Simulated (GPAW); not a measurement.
The Na K edge of atom 3 in Na2MoO4 (Fd-3m), with 6 O at 2.40 Å (octahedral, site symmetry -3m), was computed in 3 ways: full core hole (charged cell), half core hole and no core hole. Program and functional: GPAW, LDA, Gaussian full width 0.9 eV up to 4 eV, rising linearly to 3.5 eV at 25 eV; cells of 14 atoms.

Each run is counted from its own lowest empty level or Fermi level and scaled to a mean of 1 over its first 20 eV.

```csv
E (eV),run 1,run 2,run 3
-2.0,0.00,0.00,0.00
-1.4,0.00,0.00,0.00
-0.8,0.01,0.01,0.01
-0.2,0.13,0.13,0.13
0.4,0.26,0.18,0.19
1.0,0.34,0.19,0.24
1.6,0.67,0.38,0.46
2.2,0.52,0.32,0.37
2.8,0.30,0.21,0.22
3.4,0.44,0.11,0.17
4.0,1.12,0.29,0.57
4.6,1.50,0.55,0.90
5.2,1.85,0.72,1.01
5.8,1.79,0.79,1.16
6.4,1.66,0.82,1.25
7.0,1.61,0.98,1.29
7.6,1.68,1.06,1.41
8.2,1.50,1.23,1.56
8.8,1.08,1.27,1.38
9.4,0.90,1.15,1.10
10.0,0.89,0.99,0.91
10.6,1.04,0.83,0.88
11.2,1.41,0.82,1.11
11.8,1.81,1.04,1.53
12.4,2.01,1.42,2.00
13.0,1.89,1.89,2.33
13.6,1.45,2.30,2.32
14.2,0.96,2.48,1.93
14.8,0.64,2.36,1.41
15.4,0.50,1.99,1.00
16.0,0.45,1.55,0.76
16.6,0.43,1.19,0.65
17.2,0.42,0.94,0.58
17.8,0.42,0.78,0.55
18.4,0.44,0.72,0.55
19.0,0.50,0.73,0.60
19.6,0.58,0.80,0.69
20.2,0.64,0.90,0.78
20.8,0.67,1.01,0.85
21.4,0.65,1.07,0.86
22.0,0.57,1.06,0.80
22.6,0.49,0.98,0.69
23.2,0.41,0.87,0.59
23.8,0.35,0.75,0.50
24.4,0.32,0.66,0.44
25.0,0.30,0.58,0.40
25.6,0.29,0.53,0.38
26.2,0.29,0.49,0.37
26.8,0.29,0.47,0.36
27.4,0.30,0.45,0.36
28.0,0.31,0.44,0.36
28.6,0.32,0.43,0.36
29.2,0.34,0.43,0.37
29.8,0.37,0.43,0.38
30.4,0.40,0.44,0.41
31.0,0.43,0.45,0.43
31.6,0.46,0.47,0.45
```

Which run is which?

Run 1: full core hole (charged cell) (area from −2 to 6 eV 5.2, main maxima 1.7 eV (0.68), 5.4 eV (1.90), 7.7 eV (1.68) and 12.5 eV (2.02)). Run 2: no core hole (area from −2 to 6 eV 2.3, main maxima 0.2 eV (0.20), 1.7 eV (0.39), 8.6 eV (1.28), 14.3 eV (2.49) and 21.6 eV (1.07)). Run 3: half core hole (area from −2 to 6 eV 3.1, main maxima 1.7 eV (0.46), 8.2 eV (1.56), 13.3 eV (2.38) and 21.2 eV (0.86)). With each curve scaled to its own mean, the area from −2 to 6 eV with the hole is 5.2 against 2.3, and the centre of weight from −1 to 20 eV moves by -2.5 eV: the hole pulls the absorber's empty states down.

[Banner, clock and machine lines of the logs are left out without a mark of their own.]

[Logs are printed without paths, hosts, clocks, repeated set-up lines and the standing remarks that a program may print on its own settings, such as how far it seeks lower states.]

[Hosts, paths, dates, database ids (printed as entryN), source tags and the programs' standing remarks are cut or masked in the printed files.]

[Lists of maxima count a maximum above −3 eV only where it reaches 4 % of the highest in the window and stands out from its surroundings by 2 % of it (1.5 % where it reaches 55 %); shoulders and weaker maxima are passed over, and of the rest the first, up to two pre-edge ones and the few strongest are named.]
